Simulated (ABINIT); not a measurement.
## PbSe (Clausthalite): G0W0 in ABINIT against the bands in the screening

Aim: move the bands in the screening of a G0W0 run on PbSe (Clausthalite) over a wide range.

Calculated with ABINIT 10.8.3; PBE and many-body steps on it, plane waves.

## Step 1: Set-up

It takes space group Fm-3m (No. 225, cubic). Conventional cell: a = 6.121 Å, b = 6.121 Å, c = 6.121 Å, α = 90.00°, β = 90.00°, γ = 90.00°. Nearest to Pb lie 6 Se at 3.06 Å. Se has 6 Pb at 3.06 Å nearest. Farther neighbours and most contacts between anions are not listed.

The cell and positions come from the Crystallography Open Database and are kept as given unless a step says otherwise. Spin-orbit coupling is left out unless a step names it.

## Step 2: Screening, 4×4×4 mesh, 23 bands, screening to 195.9 eV

This step: ABINIT 10.8.3; RPA screening on PBE, plane waves, norm-conserving pseudopotentials.

The RPA dielectric matrix is built and inverted for each q.

run.abi

```
acell 3*1.0 Angstrom
rprim 
  -0.000000000000 3.060650000000 3.060650000000
  3.060650000000 0.000000000000 3.060650000000
  3.060650000000 3.060650000000 -0.000000000000
ntypat 2
znucl 82 34
natom 2
typat 1 2
xred 
  0.000000000000 0.000000000000 0.000000000000
  0.500000000000 0.500000000000 0.500000000000
pp_dirpath "pseudos"
pseudos "Pb.upf, Se.upf"
ecut 39
ngkpt 4 4 4
nshiftk 1
shiftk 0 0 0
kptopt 1
chksymbreak 0
istwfk *1
occopt 1
irdwfk 1
optdriver 3
nband 23
ecuteps 7.2
inclvkb 2
awtr 1
symchi 1
indata_prefix "in"
outdata_prefix "out"
tmpdata_prefix "tmp"
```

Started as:

```console
$ OMP_NUM_THREADS=1 mpirun -n 8 abinit run.abi > log
```

The program printed:

```text
.Version 10.8.3 of ABINIT. v10.8.2 released Aug 2026.

 Symmetries : space group Fm -3 m (#225); Bravais cF (face-center cubic)
[... echo of the input left out ...]
== DATASET  1 ==================================================================
-   mpi_nproc: 8, omp_nthreads: 1 (-1 if OMP is not activated)

--- !DatasetInfo
iteration_state: {dtset: 1, }
dimensions: {natom: 2, nkpt: 8, mband: 23, nsppol: 1, nspinor: 1, nspden: 1, mpw: 4573, }
cutoff_energies: {ecut:  39.0, pawecutdg:  -1.0, }
electrons: {nelect:   3.00000000E+01, charge:   0.00000000E+00, occopt:   1.00000000E+00, tsmear:   1.00000000E-02, }

 SCREENING: Calculation of the susceptibility and dielectric matrices

 Based on a program developped by R.W. Godby, V. Olevano, G. Onida, and L. Reining.
 Incorporated in ABINIT by V. Olevano, G.-M. Rignanese, and M. Torrent.
.Using double precision arithmetic ; gwpc =  8

[... cell and pseudopotentials left out ...]
--------------------------------------------------------------------------------

 ==== K-mesh for the wavefunctions ====
 Number of points in the irreducible wedge :     8
[... list of points left out ...]
 Together with 48 symmetry operations and time-reversal symmetry
 yields    64 points in the full Brillouin Zone.

 ==== Q-mesh for the screening function ====
 Number of points in the irreducible wedge :     8
[... list of points left out ...]
 Together with 48 symmetry operations and time-reversal symmetry
 yields    64 points in the full Brillouin Zone.

 setmesh: FFT mesh size selected  =    36x   36x   36
          total number of points  =        46656

 vcoul_init : cutoff-mode = AUXILIARY_FUNCTION
 q-points for optical limit:   1
     1)      0.000010    0.000020    0.000030

- screening: taking advantage of time-reversal symmetry
- Maximum band index for partially occupied states nbvw = 15
- Remaining bands to be divided among processors   nbcw = 8
- Number of bands treated by each node ~1

 Number of electrons calculated from density =   30.0000; Expected =   30.0000
 average of density, n =  0.077527
 r_s =    1.4549
 omega_plasma =   26.8585 [eV]

 calculating chi0 at frequencies [eV] :
  1    0.000000E+00    0.000000E+00
  2    0.000000E+00    2.685854E+01

--------------------------------------------------------------------------------
  q-point number  1        q = ( 0.000000, 0.000000, 0.000000) [r.l.u.]
--------------------------------------------------------------------------------
[... chi0 elements left out ...]
 For q-point:  0.000010 0.000020 0.000030
  dielectric constant = 103.5933
  dielectric constant without local fields = 116.2917

  Average fulfillment of the sum rule on Im[epsilon] for q-point    1 :     11.50  [%]
[... wings left out ...]
  q-point number  2        q = ( 0.250000, 0.000000, 0.000000) [r.l.u.]
--------------------------------------------------------------------------------
[... chi0 elements left out ...]
  Average fulfillment of the sum rule on Im[epsilon] for q-point    2 :     32.93  [%]

 [... 6 further q-points ...]
```

The job ended after 9.8 s (8 MPI ranks of Intel Xeon Platinum 8259CL at 2.50GHz (Skylake/Cascade Lake), shared host; peak memory 1.7 GiB).

Numbers from this step:

- ε∞ with local fields, on this mesh, along the program's q direction: 103.6
- the same without local fields: 116.3
- plasma frequency: 26.86 eV
- plane waves in the screening matrix: 339

Local fields lower ε∞ by 11 %. The value itself is an artefact of the mesh, where one narrow direct gap carries too much weight.

## Step 3: 23 bands

This step: G0W0 on PBE, plane waves, norm-conserving pseudopotentials.

Changes to run.abi since step 2:

```diff
@@ -23,8 +23,17 @@
 irdwfk 1
-optdriver 3
-nband 23
+optdriver 4
+nband 145
+gwcalctyp 0
+ecutsigx 39
+symsigma 1
+nkptgw 2
+kptgw 
+  0.5000000000 0.0000000000 0.0000000000
+  0.0000000000 0.0000000000 0.0000000000
+bdgw 
+  13 18
+  13 18
 ecuteps 7.2
-inclvkb 2
-awtr 1
-symchi 1
+irdscr 1
+ppmodel 1
 indata_prefix "in"
```

The program printed:

```text
.Version 10.8.3 of ABINIT. v10.8.2 released Aug 2026.

 Symmetries : space group Fm -3 m (#225); Bravais cF (face-center cubic)
[... echo of the input left out ...]
== DATASET  1 ==================================================================
-   mpi_nproc: 8, omp_nthreads: 1 (-1 if OMP is not activated)

--- !DatasetInfo
iteration_state: {dtset: 1, }
dimensions: {natom: 2, nkpt: 8, mband: 145, nsppol: 1, nspinor: 1, nspden: 1, mpw: 4573, }
cutoff_energies: {ecut:  39.0, pawecutdg:  -1.0, }
electrons: {nelect:   3.00000000E+01, charge:   0.00000000E+00, occopt:   1.00000000E+00, tsmear:   1.00000000E-02, }

 SIGMA: Calculation of the GW corrections

 Based on a program developped by R.W. Godby, V. Olevano, G. Onida, and L. Reining.
 Incorporated in ABINIT by V. Olevano, G.-M. Rignanese, and M. Torrent.
.Using double precision arithmetic ; gwpc =  8

[... cell and pseudopotentials left out ...]
--------------------------------------------------------------------------------

 ==== K-mesh for the wavefunctions ====
 Number of points in the irreducible wedge :     8
[... list of points left out ...]
 Together with 48 symmetry operations and time-reversal symmetry
 yields    64 points in the full Brillouin Zone.

 ==== Q-mesh for screening function ====
 Number of points in the irreducible wedge :     8
[... list of points left out ...]
 Together with 48 symmetry operations and time-reversal symmetry
 yields    64 points in the full Brillouin Zone.

 vcoul_init : cutoff-mode = AUXILIARY_FUNCTION
 q-points for optical limit:   1
     1)      0.000010    0.000020    0.000030
 setmesh: FFT mesh size selected  =    45x   45x   45
          total number of points  =        91125

 Number of electrons calculated from density =   30.0000; Expected =   30.0000
 average of density, n =  0.077527
 r_s =    1.4549
 omega_plasma =   26.8585 [eV]

 === KS Band Gaps ===
  >>>> For spin  1
   Minimum direct gap =   0.2973 [eV], located at k-point      :   0.5000  0.0000  0.0000
   Fundamental gap    =   0.2973 [eV], Top of valence bands at :   0.5000  0.0000  0.0000
                                       Bottom of conduction at :   0.5000  0.0000  0.0000
 SIGMA fundamental parameters:
 PLASMON POLE MODEL  1
 number of plane-waves for SigmaX                 4573
 number of plane-waves for SigmaC and W            339
 number of plane-waves for wavefunctions          4573
 number of bands                                   145
 number of independent spin polarizations            1
 number of spinorial components                      1
 number of k-points in IBZ                           8
 number of q-points in IBZ                           8
 number of symmetry operations                      48
 number of k-points in BZ                           64
 number of q-points in BZ                           64
 number of frequencies for dSigma/dE                 9
 frequency step for dSigma/dE [eV]                0.25
 number of omega for Sigma on real axis              0
 max omega for Sigma on real axis  [eV]           0.00
 zcut for avoiding poles [eV]                     0.10

 EPSILON^-1 parameters (SCR file):
 dimension of the eps^-1 matrix on file            339
 dimension of the eps^-1 matrix used               339
 number of plane-waves for wavefunctions          4573
 number of bands                                    23
 number of q-points in IBZ                           8
 number of frequencies                               2
 number of real frequencies                          1
 number of imag frequencies                          1

 matrix elements of self-energy operator (all in [eV])

 Perturbative Calculation

--- !SelfEnergy_ee
iteration_state: {dtset: 1, }
kpoint     : [   0.500,    0.000,    0.000, ]
spin       : 1
KS_gap     :    0.297
QP_gap     :    0.689
Delta_QP_KS:    0.392
data: !SigmaeeData |
     Band     E0 <VxcDFT>   SigX SigC(E0)      Z dSigC/dE  Sig(E)    E-E0       E
       13   2.816 -13.265 -16.559   2.651   0.761  -0.315 -13.753  -0.489   2.327
       14   2.816 -13.265 -16.559   2.651   0.761  -0.315 -13.753  -0.489   2.327
       15   4.283 -13.743 -15.791   1.549   0.781  -0.281 -14.133  -0.389   3.894
       16   4.580  -9.980  -7.398  -2.579   0.801  -0.248  -9.978   0.002   4.583
       17   5.984 -10.238  -7.475  -2.656   0.799  -0.252 -10.152   0.086   6.070
       18   5.984 -10.238  -7.475  -2.656   0.799  -0.252 -10.152   0.086   6.070

--- !SelfEnergy_ee
iteration_state: {dtset: 1, }
kpoint     : [   0.000,    0.000,    0.000, ]
spin       : 1
KS_gap     :    6.584
QP_gap     :    7.099
Delta_QP_KS:    0.516
data: !SigmaeeData |
     Band     E0 <VxcDFT>   SigX SigC(E0)      Z dSigC/dE  Sig(E)    E-E0       E
[...]
16   8.998 -11.271  -7.663  -3.685   0.782  -0.279 -11.331  -0.060   8.938
       17   8.998 -11.271  -7.663  -3.685   0.782  -0.279 -11.331  -0.060   8.938
       18   8.998 -11.271  -7.663  -3.685   0.782  -0.279 -11.331  -0.060   8.938

== END DATASET(S) ==============================================================
================================================================================

 -outvars: echo values of variables after computation  --------
           etotal      0.0000000000E+00
            nband         145
             nkpt           8
          spgroup         225
 [... the other variables as echoed above ...]

 Calculation completed.
```

Wall time 22 s (8 MPI ranks); peak memory 2.4 GiB; 2.8 min of CPU time.

This step gave:

| Item | Value |
| --- | --- |
| G0W0 gap on the points computed | 0.6890 eV |
| starting gap on the mesh | 0.2973 eV |
| k of the valence top | 0.5, 0, 0 |
| k of the conduction bottom | 0.5, 0, 0 |
| Z at the valence top | 0.781 |
| Z at the conduction bottom | 0.801 |
| least direct G0W0 gap on the computed points | 0.6890 eV |

## Step 4: Screening, 4×4×4 mesh, 44 bands, screening to 195.9 eV

This step: RPA screening on PBE, plane waves, norm-conserving pseudopotentials.

Changes to run.abi since step 3:

```diff
@@ -23,17 +23,8 @@
 irdwfk 1
-optdriver 4
-nband 145
-gwcalctyp 0
-ecutsigx 39
-symsigma 1
-nkptgw 2
-kptgw 
-  0.5000000000 0.0000000000 0.0000000000
-  0.0000000000 0.0000000000 0.0000000000
-bdgw 
-  13 18
-  13 18
+optdriver 3
+nband 44
 ecuteps 7.2
-irdscr 1
-ppmodel 1
+inclvkb 2
+awtr 1
+symchi 1
 indata_prefix "in"
```

The program printed:

```text
.Version 10.8.3 of ABINIT. v10.8.2 released Aug 2026.

 Symmetries : space group Fm -3 m (#225); Bravais cF (face-center cubic)
[... echo of the input left out ...]
== DATASET  1 ==================================================================
-   mpi_nproc: 8, omp_nthreads: 1 (-1 if OMP is not activated)

--- !DatasetInfo
iteration_state: {dtset: 1, }
dimensions: {natom: 2, nkpt: 8, mband: 44, nsppol: 1, nspinor: 1, nspden: 1, mpw: 4573, }
cutoff_energies: {ecut:  39.0, pawecutdg:  -1.0, }
electrons: {nelect:   3.00000000E+01, charge:   0.00000000E+00, occopt:   1.00000000E+00, tsmear:   1.00000000E-02, }

 SCREENING: Calculation of the susceptibility and dielectric matrices

 Based on a program developped by R.W. Godby, V. Olevano, G. Onida, and L. Reining.
 Incorporated in ABINIT by V. Olevano, G.-M. Rignanese, and M. Torrent.
.Using double precision arithmetic ; gwpc =  8

[... cell and pseudopotentials left out ...]
--------------------------------------------------------------------------------

 ==== K-mesh for the wavefunctions ====
 Number of points in the irreducible wedge :     8
[... list of points left out ...]
 Together with 48 symmetry operations and time-reversal symmetry
 yields    64 points in the full Brillouin Zone.

 ==== Q-mesh for the screening function ====
 Number of points in the irreducible wedge :     8
[... list of points left out ...]
 Together with 48 symmetry operations and time-reversal symmetry
 yields    64 points in the full Brillouin Zone.

 setmesh: FFT mesh size selected  =    36x   36x   36
          total number of points  =        46656

 vcoul_init : cutoff-mode = AUXILIARY_FUNCTION
 q-points for optical limit:   1
     1)      0.000010    0.000020    0.000030

- screening: taking advantage of time-reversal symmetry
- Maximum band index for partially occupied states nbvw = 15
- Remaining bands to be divided among processors   nbcw = 29
- Number of bands treated by each node ~3

 Number of electrons calculated from density =   30.0000; Expected =   30.0000
 average of density, n =  0.077527
 r_s =    1.4549
 omega_plasma =   26.8585 [eV]

 calculating chi0 at frequencies [eV] :
  1    0.000000E+00    0.000000E+00
  2    0.000000E+00    2.685854E+01

--------------------------------------------------------------------------------
  q-point number  1        q = ( 0.000000, 0.000000, 0.000000) [r.l.u.]
--------------------------------------------------------------------------------
[... chi0 elements left out ...]
 For q-point:  0.000010 0.000020 0.000030
  dielectric constant = 105.1711
  dielectric constant without local fields = 116.4378

  Average fulfillment of the sum rule on Im[epsilon] for q-point    1 :     36.27  [%]
[... wings left out ...]
  q-point number  2        q = ( 0.250000, 0.000000, 0.000000) [r.l.u.]
--------------------------------------------------------------------------------
[... chi0 elements left out ...]
  Average fulfillment of the sum rule on Im[epsilon] for q-point    2 :     55.97  [%]

 [... 6 further q-points ...]
```

It took 22 s on 8 MPI ranks; peak memory 1.8 GiB; 2.9 min of CPU time.

This step gave:

- ε∞ with local fields, on this mesh, along the program's q direction: 105.2
- the same without local fields: 116.4
- plasma frequency: 26.86 eV
- plane waves in the screening matrix: 339

## Step 5: 44 bands

The self-energy is evaluated for the states that the input lists, and the levels follow from it, in one-shot runs by the linearised quasiparticle equation.

This step: G0W0 on PBE, plane waves, norm-conserving pseudopotentials.

Changes to run.abi since step 4:

```diff
@@ -23,8 +23,17 @@
 irdwfk 1
-optdriver 3
-nband 44
+optdriver 4
+nband 145
+gwcalctyp 0
+ecutsigx 39
+symsigma 1
+nkptgw 2
+kptgw 
+  0.5000000000 0.0000000000 0.0000000000
+  0.0000000000 0.0000000000 0.0000000000
+bdgw 
+  13 18
+  13 18
 ecuteps 7.2
-inclvkb 2
-awtr 1
-symchi 1
+irdscr 1
+ppmodel 1
 indata_prefix "in"
```

The program printed:

```text
.Version 10.8.3 of ABINIT. v10.8.2 released Aug 2026.

 Symmetries : space group Fm -3 m (#225); Bravais cF (face-center cubic)
[... echo of the input left out ...]
== DATASET  1 ==================================================================
-   mpi_nproc: 8, omp_nthreads: 1 (-1 if OMP is not activated)

--- !DatasetInfo
iteration_state: {dtset: 1, }
dimensions: {natom: 2, nkpt: 8, mband: 145, nsppol: 1, nspinor: 1, nspden: 1, mpw: 4573, }
cutoff_energies: {ecut:  39.0, pawecutdg:  -1.0, }
electrons: {nelect:   3.00000000E+01, charge:   0.00000000E+00, occopt:   1.00000000E+00, tsmear:   1.00000000E-02, }

 SIGMA: Calculation of the GW corrections

 Based on a program developped by R.W. Godby, V. Olevano, G. Onida, and L. Reining.
 Incorporated in ABINIT by V. Olevano, G.-M. Rignanese, and M. Torrent.
.Using double precision arithmetic ; gwpc =  8

[... cell and pseudopotentials left out ...]
--------------------------------------------------------------------------------

 ==== K-mesh for the wavefunctions ====
 Number of points in the irreducible wedge :     8
[... list of points left out ...]
 Together with 48 symmetry operations and time-reversal symmetry
 yields    64 points in the full Brillouin Zone.

 ==== Q-mesh for screening function ====
 Number of points in the irreducible wedge :     8
[... list of points left out ...]
 Together with 48 symmetry operations and time-reversal symmetry
 yields    64 points in the full Brillouin Zone.

 vcoul_init : cutoff-mode = AUXILIARY_FUNCTION
 q-points for optical limit:   1
     1)      0.000010    0.000020    0.000030
 setmesh: FFT mesh size selected  =    45x   45x   45
          total number of points  =        91125

 Number of electrons calculated from density =   30.0000; Expected =   30.0000
[...]
number of omega for Sigma on real axis              0
 max omega for Sigma on real axis  [eV]           0.00
 zcut for avoiding poles [eV]                     0.10

 EPSILON^-1 parameters (SCR file):
 dimension of the eps^-1 matrix on file            339
 dimension of the eps^-1 matrix used               339
 number of plane-waves for wavefunctions          4573
 number of bands                                    44
 number of q-points in IBZ                           8
 number of frequencies                               2
 number of real frequencies                          1
 number of imag frequencies                          1

 matrix elements of self-energy operator (all in [eV])

 Perturbative Calculation

--- !SelfEnergy_ee
iteration_state: {dtset: 1, }
kpoint     : [   0.500,    0.000,    0.000, ]
spin       : 1
KS_gap     :    0.297
QP_gap     :    0.661
Delta_QP_KS:    0.364
data: !SigmaeeData |
     Band     E0 <VxcDFT>   SigX SigC(E0)      Z dSigC/dE  Sig(E)    E-E0       E
       13   2.816 -13.265 -16.559   2.378   0.776  -0.289 -13.975  -0.711   2.105
       14   2.816 -13.265 -16.559   2.378   0.776  -0.289 -13.975  -0.711   2.105
       15   4.283 -13.743 -15.791   1.246   0.789  -0.268 -14.376  -0.632   3.651
[...]
--- !SelfEnergy_ee
iteration_state: {dtset: 1, }
kpoint     : [   0.000,    0.000,    0.000, ]
spin       : 1
KS_gap     :    6.584
QP_gap     :    7.118
Delta_QP_KS:    0.534
data: !SigmaeeData |
     Band     E0 <VxcDFT>   SigX SigC(E0)      Z dSigC/dE  Sig(E)    E-E0       E
[...]
17   8.998 -11.271  -7.663  -3.963   0.783  -0.277 -11.549  -0.278   8.720
       18   8.998 -11.271  -7.663  -3.963   0.783  -0.277 -11.549  -0.278   8.720

== END DATASET(S) ==============================================================
================================================================================

 -outvars: echo values of variables after computation  --------
           etotal      0.0000000000E+00
            nband         145
             nkpt           8
          spgroup         225
 [... the other variables as echoed above ...]

 Calculation completed.
```

The job ended after 22 s (8 MPI ranks; peak memory 2.4 GiB).

Numbers from this step:

```
G0W0 gap on the points computed              : 0.6610 eV
starting gap on the mesh                     : 0.2973 eV
k of the valence top                         : 0.5, 0, 0
k of the conduction bottom                   : 0.5, 0, 0
Z at the valence top                         : 0.789
Z at the conduction bottom                   : 0.805
least direct G0W0 gap on the computed points : 0.6610 eV
```

The gap on the mesh goes from 0.30 eV to 0.66 eV, a correction of +0.36 eV.

[end of part 1 of 2]

[Paths, hosts, dates, memory and timing lines, banners, echoed tables and standing remarks are left out of the program output.]

[Logs are printed without paths, hosts, clocks, repeated set-up lines and the standing remarks that a program may print on its own settings, such as how far it seeks lower states.]

[Runs of the session that timed out or met a known fault of the program may be left out.]

[No measured gap is set beside runs whose start may be inverted or whose files or cutoffs have a known fault.]

[Hosts, paths, dates, database ids (printed as entryN), source tags and the programs' standing remarks are cut or masked in the printed files.]

[G0W0 gaps are taken among the corrected bands and points alone; a level outside them can change the order at an edge.]

[Where Ansatz stands beside ABINIT at settings called matched, ABINIT's density can come from a denser mesh and the files from another edition; pairs whose starting gaps differed by over 0.03 eV were left out, so agreement reads better than it is.]
